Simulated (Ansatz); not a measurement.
# Phonons of Cr3GaN (Pm-3m) against volume

Aim: how the phonons of Cr3GaN (Pm-3m) shift with volume, and the thermal expansion that follows.

Program: Ansatz 0.2.0. Level of theory: DFT PBEsol, scalar-relativistic, plane waves, PAW; PAW set soft_1. Values are calculated unless marked as measured.

This is a report of a sequence of runs, with the program logs left out and the cost of each run kept.

### Step 1. The structure

The structure is cubic, space group Pm-3m (No. 221). Conventional cell: a = 3.776 Å, b = 3.776 Å, c = 3.776 Å, α = 90.00°, β = 90.00°, γ = 90.00°. Nearest to Cr lie 2 N at 1.89 Å. Nearest to Ga lie 12 Cr at 2.67 Å. Nearest to N lie 6 Cr at 1.89 Å. Farther neighbours, and contacts between anions beyond the nearest, are not listed.

### Step 2. The dispersion

Stability and thermal properties need the whole zone. Linear response on a 2×2×2 q mesh gives force constants as far as a supercell of that size would.

The input, input.yaml:

```yaml
crystal:
  lattice:
    - [3.7759371135, 0.0, 0.0]
    - [0.0, 3.7759371135, 0.0]
    - [0.0, 0.0, 3.7759371135]
  atoms:
    - { symbol: Cr, position: [0.5, 0.0, 0.5] }
    - { symbol: Cr, position: [0.0, 0.5, 0.5] }
    - { symbol: Cr, position: [0.5, 0.5, 0.0] }
    - { symbol: Ga, position: [0.0, 0.0, 0.0] }
    - { symbol: "N", position: [0.5, 0.5, 0.5] }
kpoints:
  mp_grid: { grid: [12, 12, 12] }
hamiltonian:
  xc: pbesol
  pseudopotentials: { kind: paw, azcp: { folder: soft_1 }, xc_functional: pbe }
scf:
  occupations: { method: methfessel_paxton, width: 0.2 }
output:
  eigenvalues: true
phonons:
  method: dfpt
  qmesh: [2, 2, 2]
  temperatures: { t_max: 1000, t_step: 50 }
  qpath:
    path:
      - [[0.0, 0.0, 0.0], [0.0, 0.5, 0.0], [0.5, 0.5, 0.0], [0.0, 0.0, 0.0], [0.5, 0.5, 0.5], [0.0, 0.5, 0.0]]
      - [[0.5, 0.5, 0.5], [0.5, 0.5, 0.0]]
    npoints: 10
```

On the command line:

```console
$ ansatz run input.yaml --threads 4 --pin off --max-ram 10240MiB --backend cpu --events-out ev --progress --plain --runs-dir out
```

It took 9.8 min on 4 threads of Arm Neoverse V1, shared host; peak memory 2.2 GiB; 38 min of CPU time.

This run has no spin polarisation, although Cr can carry a moment.

This step gave:

* volume per atom: 10.77 Å³
* gap on the k-mesh: 0 eV
* sum-rule residual before enforcement: 8.08e-5 eV/Å²
* lowest frequency on the path: 0 cm⁻¹
* point group: m-3m
* highest frequency on path, mesh or solved points: 747.4 cm⁻¹
* mean frequency: 304.6 cm⁻¹
* Debye temperature (second moment): 692 K
* logarithmic mean frequency: 249.9 cm⁻¹
* highest optical mode at the zone centre (no LO-TO term): 679.5 cm⁻¹
* lowest optical zone-centre mode: 104.4 cm⁻¹
* lowest mode on the q mesh (acoustic modes at Γ apart): 104.4 cm⁻¹
* zero-point energy per atom: 56.65 meV
* heat capacity at 300 K: 20.39 J/(mol atoms K)
* vibrational entropy at 300 K: 23.16 J/(mol atoms K)
* edges of the widest gap between branches, on path and mesh: 389.8, 679.5 cm⁻¹

Frequencies (cm⁻¹) solved at each irreducible wavevector; negative means imaginary. Frequencies by wavevector, by row:

| q in reciprocal lattice units | star | mode 1 | mode 2 | mode 3 | mode 4 | mode 13 | mode 14 | mode 15 |
| --- | --- | --- | --- | --- | --- | --- | --- | --- |
| 0 0 0 | 1 | 0 | 0 | 0 | 104.4 | 679.5 | 679.5 | 679.5 |
| 0 0 -0.5 | 3 | 113.7 | 113.7 | 144 | 144 | 699 | 699 | 735.8 |
| 0 -0.5 -0.5 | 3 | 133.9 | 165.7 | 165.7 | 177.5 | 715.4 | 742.9 | 742.9 |
| -0.5 -0.5 -0.5 | 1 | 145.7 | 145.7 | 145.7 | 168 | 747.4 | 747.4 | 747.4 |

Symmetry leaves 4 wavevectors to solve. The lowest mode among them, the acoustic zeros apart, lies at Γ and is real, 104 cm⁻¹.

### Step 3. Relaxing at another volume, volume ratio 0.97

The volume is scaled by 0.97 and held; symmetry leaves nothing to relax, so this is a single point. The modes can then be followed against volume.

input.yaml, the sections that differ from step 2:

```yaml
crystal:
  lattice:
    - [3.7377937267, 0.0, 0.0]
    - [0.0, 3.7377937267, 0.0]
    - [0.0, 0.0, 3.7377937267]
  atoms:
    - { symbol: Cr, position: [0.5, 0.0, 0.5] }
    - { symbol: Cr, position: [0.0, 0.5, 0.5] }
    - { symbol: Cr, position: [0.5, 0.5, 0.0] }
    - { symbol: Ga, position: [0.0, 0.0, 0.0] }
    - { symbol: "N", position: [0.5, 0.5, 0.5] }
output:
  forces: true
  stress: true
  eigenvalues: true
  write_density: true
  write_potential: true
  elf: true
  volumetric_format: npy
# kpoints, hamiltonian, scf: as in step 2
# phonons: removed
```

Wall time 4.1 s (4 threads); peak memory 0.45 GiB.

Read from the output:

```yaml
pressure: 8.490 GPa
volume_per_atom: 10.44 Å³
```

Valence density in the ac plane at fractional y = 0.500, with atoms of Cr and N within 0.2 Å of it. It is the smooth field of the valence electrons, not physical close to the nuclei.

Ten even steps from '0' (0 e/Å³) to '9' (20 e/Å³), each cell a mean:
```
00000257410000
00000123200000
00000000000000
00000000000000
21000000000001
64100011100024
96200111100037
75100011100025
32000001000012
00000000000000
00000000000000
00000012100000
00000256410000
00000379620000
```
Columns run along a (3.7 Å), rows up along c (3.7 Å). Atoms in or near the plane, at fractional coordinates: Cr at (0.00, 0.50), Cr at (0.50, 0.00), N at (0.50, 0.50).

ELF in the ac plane at fractional y = 0.500, with atoms of Cr and N within 0.2 Å of it. It is the smooth field of the valence electrons, not physical close to the nuclei.

Values, 14 rows by 14 columns, each cell a mean:
```
0.30 0.31 0.28 0.20 0.32 0.55 0.77 0.83 0.71 0.49 0.27 0.21 0.29 0.31
0.27 0.30 0.32 0.23 0.23 0.37 0.52 0.57 0.48 0.32 0.21 0.26 0.32 0.29
0.20 0.22 0.28 0.27 0.19 0.19 0.24 0.27 0.23 0.18 0.20 0.29 0.26 0.21
0.30 0.26 0.20 0.22 0.30 0.37 0.42 0.44 0.41 0.35 0.28 0.20 0.21 0.27
0.54 0.46 0.28 0.19 0.42 0.67 0.74 0.74 0.73 0.63 0.35 0.18 0.32 0.49
0.78 0.68 0.41 0.22 0.51 0.75 0.58 0.47 0.65 0.73 0.41 0.23 0.48 0.71
0.89 0.78 0.49 0.24 0.54 0.72 0.33 0.13 0.47 0.74 0.44 0.27 0.57 0.83
0.84 0.73 0.45 0.23 0.52 0.74 0.49 0.33 0.58 0.74 0.42 0.24 0.52 0.77
0.61 0.52 0.31 0.19 0.45 0.72 0.74 0.72 0.75 0.67 0.37 0.19 0.37 0.55
0.35 0.30 0.21 0.21 0.32 0.45 0.52 0.54 0.51 0.42 0.30 0.19 0.23 0.32
0.20 0.21 0.24 0.26 0.21 0.19 0.23 0.24 0.22 0.19 0.22 0.27 0.23 0.20
0.25 0.29 0.32 0.24 0.21 0.31 0.45 0.49 0.41 0.28 0.20 0.28 0.32 0.28
0.30 0.31 0.29 0.21 0.30 0.52 0.73 0.78 0.68 0.46 0.26 0.22 0.30 0.31
0.31 0.30 0.25 0.20 0.35 0.61 0.84 0.89 0.78 0.54 0.30 0.20 0.27 0.30
```
Columns run along a (3.7 Å), rows up along c (3.7 Å). Atoms in or near the plane, at fractional coordinates: Cr at (0.00, 0.50), Cr at (0.50, 0.00), N at (0.50, 0.50).

Electrostatic potential energy in the ac plane at fractional y = 0.500, with atoms of Cr and N within 0.2 Å of it. With pseudopotentials it is smooth inside the atoms' cores, unlike the true potential.

Ten even steps from '0' (-33 eV) to '9' (20 eV), each cell a mean:
```
99985334336999
99987433347999
89998654578999
56789877789876
33588754588743
43367410257533
54357300047434
43367400157533
33478643478643
55789877789875
88998765688988
99997433357999
99985334336999
99985345435899
```
Columns run along a (3.7 Å; values clipped at the 3rd and 97th percentile), rows up along c (3.7 Å). Atoms in or near the plane, at fractional coordinates: Cr at (0.00, 0.50), Cr at (0.50, 0.00), N at (0.50, 0.50).

### Step 4. Phonons at the other volume, volume ratio 0.97

The phonons are repeated at this volume on the same meshes, so that differences come from the volume alone.

input.yaml, the sections that differ from step 3:

```yaml
output:
  eigenvalues: true
phonons:
  method: dfpt
  qmesh: [2, 2, 2]
  temperatures: { t_max: 1000, t_step: 50 }
  qpath:
    path:
      - [[0.0, 0.0, 0.0], [0.0, 0.5, 0.0], [0.5, 0.5, 0.0], [0.0, 0.0, 0.0], [0.5, 0.5, 0.5], [0.0, 0.5, 0.0]]
      - [[0.5, 0.5, 0.5], [0.5, 0.5, 0.0]]
    npoints: 10
# crystal, kpoints, hamiltonian, scf: as in step 3
```

Run time: 9.7 min. Hardware: 4 threads; peak memory 2.2 GiB.

Read from the output:

| Property | Result |
| --- | --- |
| sum-rule residual before enforcement | 8.16e-5 eV/Å² |
| highest frequency on path, mesh or solved points | 782.4 cm⁻¹ |
| mean frequency | 321.1 cm⁻¹ |
| Debye temperature (second moment) | 730 K |
| logarithmic mean frequency | 263.1 cm⁻¹ |
| highest optical mode at the zone centre (no LO-TO term) | 720.7 cm⁻¹ |
| lowest optical zone-centre mode | 114.9 cm⁻¹ |
| lowest mode on the q mesh (acoustic modes at Γ apart) | 114.9 cm⁻¹ |
| zero-point energy per atom | 59.72 meV |
| heat capacity at 300 K | 20.04 J/(mol atoms K) |
| vibrational entropy at 300 K | 22.13 J/(mol atoms K) |
| edges of the widest gap between branches, on path and mesh | 416.2, 720.7 cm⁻¹ |

Frequencies (cm⁻¹) solved at each irreducible wavevector; negative means imaginary. Frequencies by wavevector, by row:

| q in reciprocal lattice units | star | mode 1 | mode 2 | mode 3 | mode 4 | mode 13 | mode 14 | mode 15 |
| --- | --- | --- | --- | --- | --- | --- | --- | --- |
| 0 0 0 | 1 | 0 | 0 | 0 | 114.9 | 720.7 | 720.7 | 720.7 |
| 0 0 -0.5 | 3 | 121.8 | 121.8 | 149.8 | 149.8 | 740.3 | 740.3 | 770.1 |
| 0 -0.5 -0.5 | 3 | 134.5 | 171.7 | 171.7 | 182.2 | 756.7 | 777.4 | 777.4 |
| -0.5 -0.5 -0.5 | 1 | 148.1 | 148.1 | 148.1 | 174.2 | 782.4 | 782.4 | 782.4 |

The highest optical mode at the zone centre (no LO-TO term) is 720.7 cm⁻¹, +41.2 cm⁻¹ against the base run.

### Step 5. Relaxing at another volume, volume ratio 1.03

The volume is scaled by 1.03 and held; symmetry leaves nothing to relax, so this is a single point. The modes can then be followed against volume.

input.yaml, the sections that differ from step 4:

```yaml
crystal:
  lattice:
    - [3.813325061, 0.0, 0.0]
    - [0.0, 3.813325061, 0.0]
    - [0.0, 0.0, 3.813325061]
  atoms:
    - { symbol: Cr, position: [0.5, 0.0, 0.5] }
    - { symbol: Cr, position: [0.0, 0.5, 0.5] }
    - { symbol: Cr, position: [0.5, 0.5, 0.0] }
    - { symbol: Ga, position: [0.0, 0.0, 0.0] }
    - { symbol: "N", position: [0.5, 0.5, 0.5] }
output:
  forces: true
  stress: true
  eigenvalues: true
# kpoints, hamiltonian, scf: as in step 4
# phonons: removed
```

Run time: 4 s. Hardware: 4 threads; peak memory 0.46 GiB; 15 s of CPU time.

This step gave:

```
pressure        : -7.240 GPa
volume per atom : 11.09 Å³
```

The run ends at a pressure of -7.24 GPa.

### Step 6. Phonons at the other volume, volume ratio 1.03

input.yaml: that of step 5 with these lines changed.

```diff
@@ -19,4 +19,11 @@
 output:
-  forces: true
-  stress: true
   eigenvalues: true
+phonons:
+  method: dfpt
+  qmesh: [2, 2, 2]
+  temperatures: { t_max: 1000, t_step: 50 }
+  qpath:
+    path:
+      - [[0.0, 0.0, 0.0], [0.0, 0.5, 0.0], [0.5, 0.5, 0.0], [0.0, 0.0, 0.0], [0.5, 0.5, 0.5], [0.0, 0.5, 0.0]]
+      - [[0.5, 0.5, 0.5], [0.5, 0.5, 0.0]]
+    npoints: 10
```

It took 10 min on 4 threads; peak memory 2.3 GiB.

Read from the output:

```yaml
sum_rule_residual_before_enforcement: 4.80e-5 eV/Å²
highest_frequency_on_path_mesh_or_solved_points: 713.9 cm⁻¹
mean_frequency: 288.7 cm⁻¹
debye_temperature_second_moment: 656 K
logarithmic_mean_frequency: 237.2 cm⁻¹
highest_optical_mode_at_the_zone_centre_no_lo_to_term: 639.8 cm⁻¹
lowest_optical_zone_centre_mode: 93.83 cm⁻¹
lowest_mode_on_the_q_mesh_acoustic_modes_at_gamma_apart: 93.83 cm⁻¹
zero_point_energy_per_atom: 53.7 meV
heat_capacity_at_300_k: 20.72 J/(mol atoms K)
vibrational_entropy_at_300_k: 24.22 J/(mol atoms K)
edges_of_the_widest_gap_between_branches_on_path_and_mesh: 364.4, 639.8 cm⁻¹
```

The highest optical mode at the zone centre (no LO-TO term) is 639.8 cm⁻¹, -39.7 cm⁻¹ against the base run.

### Step 7. Grüneisen parameters

The Grüneisen parameter of a mode is minus the logarithmic change of its frequency with volume, −d ln ω / d ln V; weighted by heat capacity it gives the expansion.

Numbers from this step:

| Quantity | Value |
| --- | --- |
| bulk modulus | 262.1 GPa |

Phonon branches along the path, in cm⁻¹:

| point | branch 1 | branch 2 | branch 3 | branch 4 | branch 12 | branch 13 | branch 14 | branch 15 |
| --- | --- | --- | --- | --- | --- | --- | --- | --- |
| Γ | 0 | 0 | 0 | 104 | 217 | 680 | 680 | 680 |
| halfway | 77 | 77 | 132 | 132 | 288 | 689 | 689 | 706 |
| X | 114 | 114 | 144 | 144 | 377 | 699 | 699 | 736 |
| halfway | 142 | 150 | 155 | 156 | 364 | 707 | 718 | 739 |
| M | 134 | 166 | 166 | 178 | 367 | 715 | 743 | 743 |
| halfway | 113 | 121 | 154 | 156 | 295 | 698 | 712 | 712 |
| Γ | 0 | 0 | 0 | 104 | 217 | 680 | 680 | 680 |
| halfway | 134 | 134 | 151 | 175 | 309 | 717 | 717 | 719 |
| R | 146 | 146 | 146 | 168 | 390 | 747 | 747 | 747 |
| halfway | 151 | 151 | 159 | 164 | 359 | 722 | 724 | 742 |
| X | 114 | 114 | 144 | 144 | 377 | 699 | 699 | 736 |
| jump to R | 146 | 146 | 146 | 168 | 390 | 747 | 747 | 747 |
| halfway | 140 | 163 | 163 | 171 | 373 | 728 | 745 | 745 |
| M | 134 | 166 | 166 | 178 | 367 | 715 | 743 | 743 |

The same for volume x 0.97:

| point | branch 1 | branch 2 | branch 3 | branch 4 | branch 12 | branch 13 | branch 14 | branch 15 |
| --- | --- | --- | --- | --- | --- | --- | --- | --- |
| Γ | 0 | 0 | 0 | 115 | 232 | 721 | 721 | 721 |
| X | 122 | 122 | 150 | 150 | 402 | 740 | 740 | 770 |
| M | 134 | 172 | 172 | 182 | 392 | 757 | 777 | 777 |
| Γ | 0 | 0 | 0 | 115 | 232 | 721 | 721 | 721 |
| R | 148 | 148 | 148 | 174 | 416 | 782 | 782 | 782 |
| X | 122 | 122 | 150 | 150 | 402 | 740 | 740 | 770 |
| R | 148 | 148 | 148 | 174 | 416 | 782 | 782 | 782 |
| M | 134 | 172 | 172 | 182 | 392 | 757 | 777 | 777 |

The same for volume x 1.03:

| point | branch 1 | branch 2 | branch 3 | branch 4 | branch 12 | branch 13 | branch 14 | branch 15 |
| --- | --- | --- | --- | --- | --- | --- | --- | --- |
| Γ | 0 | 0 | 0 | 94 | 203 | 640 | 640 | 640 |
| X | 105 | 105 | 138 | 138 | 353 | 659 | 659 | 703 |
| M | 133 | 160 | 160 | 170 | 342 | 676 | 710 | 710 |
| Γ | 0 | 0 | 0 | 94 | 203 | 640 | 640 | 640 |
| R | 143 | 143 | 143 | 162 | 364 | 714 | 714 | 714 |
| X | 105 | 105 | 138 | 138 | 353 | 659 | 659 | 703 |
| R | 143 | 143 | 143 | 162 | 364 | 714 | 714 | 714 |
| M | 133 | 160 | 160 | 170 | 342 | 676 | 710 | 710 |

Mode Grueneisen parameter -dln(w)/dln(V), modes matched by rank; at Γ the acoustic branches take the value of a neighbouring point of the path. The mode Grüneisen parameters at the labelled points ():

| point | branch 1 | branch 2 | branch 3 | branch 4 | branch 12 | branch 13 | branch 14 | branch 15 |
| --- | --- | --- | --- | --- | --- | --- | --- | --- |
| Γ | 1.26 | 1.26 | 1.67 | 3.38 | 2.19 | 1.98 | 1.98 | 1.98 |
| halfway | 1.76 | 1.76 | 2.34 | 2.34 | 1.94 | 1.96 | 1.96 | 1.75 |
| X | 2.44 | 2.44 | 1.32 | 1.32 | 2.17 | 1.93 | 1.93 | 1.52 |
| halfway | 0.82 | 1.54 | 1.40 | 1.55 | 2.25 | 1.91 | 1.73 | 1.52 |
| M | 0.16 | 1.21 | 1.21 | 1.20 | 2.31 | 1.89 | 1.51 | 1.51 |
| halfway | 1.34 | 0.86 | 1.92 | 1.61 | 1.93 | 1.93 | 1.74 | 1.74 |
| Γ | 1.22 | 1.41 | 1.74 | 3.38 | 2.19 | 1.98 | 1.98 | 1.98 |
| halfway | 1.03 | 1.03 | 1.20 | 1.54 | 1.86 | 1.73 | 1.73 | 1.73 |
| R | 0.55 | 0.55 | 0.55 | 1.21 | 2.21 | 1.52 | 1.52 | 1.52 |
| halfway | 1.01 | 0.97 | 1.35 | 1.38 | 2.22 | 1.72 | 1.72 | 1.52 |
| X | 2.44 | 2.44 | 1.32 | 1.32 | 2.17 | 1.93 | 1.93 | 1.52 |
| jump to R | 0.55 | 0.55 | 0.55 | 1.21 | 2.21 | 1.52 | 1.52 | 1.52 |
| halfway | 0.38 | 0.99 | 0.99 | 1.33 | 2.21 | 1.72 | 1.52 | 1.52 |
| M | 0.16 | 1.21 | 1.21 | 1.20 | 2.31 | 1.89 | 1.51 | 1.51 |

(dS/dlnV)/C_V. Table of thermodynamic Grueneisen parameter by temperature:

| temperature (K) | thermodynamic Grueneisen parameter |
| --- | --- |
| 50 | 1.51 |
| 100 | 1.62 |
| 150 | 1.67 |
| 200 | 1.69 |
| 250 | 1.70 |
| 300 | 1.71 |
| 350 | 1.71 |
| 400 | 1.72 |
| 450 | 1.72 |
| 500 | 1.72 |
| 550 | 1.72 |
| 600 | 1.72 |
| 650 | 1.72 |
| 700 | 1.72 |
| 750 | 1.72 |
| 800 | 1.72 |
| 850 | 1.72 |
| 900 | 1.72 |
| 950 | 1.72 |
| 1000 | 1.72 |

Gamma C_V/(B V) at the static volume. The volume expansion by temperature:

| temperature (K) | volume expansion (1e-6/K) |
| --- | --- |
| 50 | 2.77 |
| 100 | 10.2 |
| 150 | 14.7 |
| 200 | 17.4 |
| 250 | 19.2 |
| 300 | 20.5 |
| 350 | 21.5 |
| 400 | 22.2 |
| 450 | 22.7 |
| 500 | 23.2 |
| 550 | 23.5 |
| 600 | 23.7 |
| 650 | 23.9 |
| 700 | 24.1 |
| 750 | 24.2 |
| 800 | 24.4 |
| 850 | 24.5 |
| 900 | 24.6 |
| 950 | 24.6 |
| 1000 | 24.7 |

### Step 8. Summary of results

| Property | Result |
| --- | --- |
| bulk modulus | 262 GPa |
| thermodynamic Grüneisen parameter at 300 K | 1.71 |
| volume expansion at 300 K, estimated | 20.51 × 10⁻⁶ K⁻¹ |

**Reading.** By this estimate the volume grows by 20.5 × 10⁻⁶ per kelvin at 300 K. The highest optical mode at Γ goes from 721 to 640 cm⁻¹ as the cell grows, a Grüneisen parameter of 1.98. Mode parameters on the path run from 0.16 to 3.4, with a median of 1.8. Branches are matched by rank, so values near crossings are rough. The expansion is the Grüneisen estimate at the static volume, with the static bulk modulus. The q mesh stands for a supercell only 7.6 Å across, so branches between the solved wavevectors are rough. With no gap, or one that is small against the smearing, the frequencies hang on the k mesh and the smearing, most of all near Kohn anomalies. The phonon runs are without spin polarisation, although Cr often carries a moment. The PAW files were made for PBE and serve the other functionals too.

[Long decimals in the printed logs are rounded to 6 places.]

[Logs are printed without paths, hosts, clocks, repeated set-up lines and the standing remarks that a program may print on its own settings, such as how far it seeks lower states.]

[Hosts, paths, dates, database ids (printed as entryN), source tags and the programs' standing remarks are cut or masked in the printed files.]

[Where the starting crystal was built by hand or by swapping elements, it need not be the compound's stable phase.]
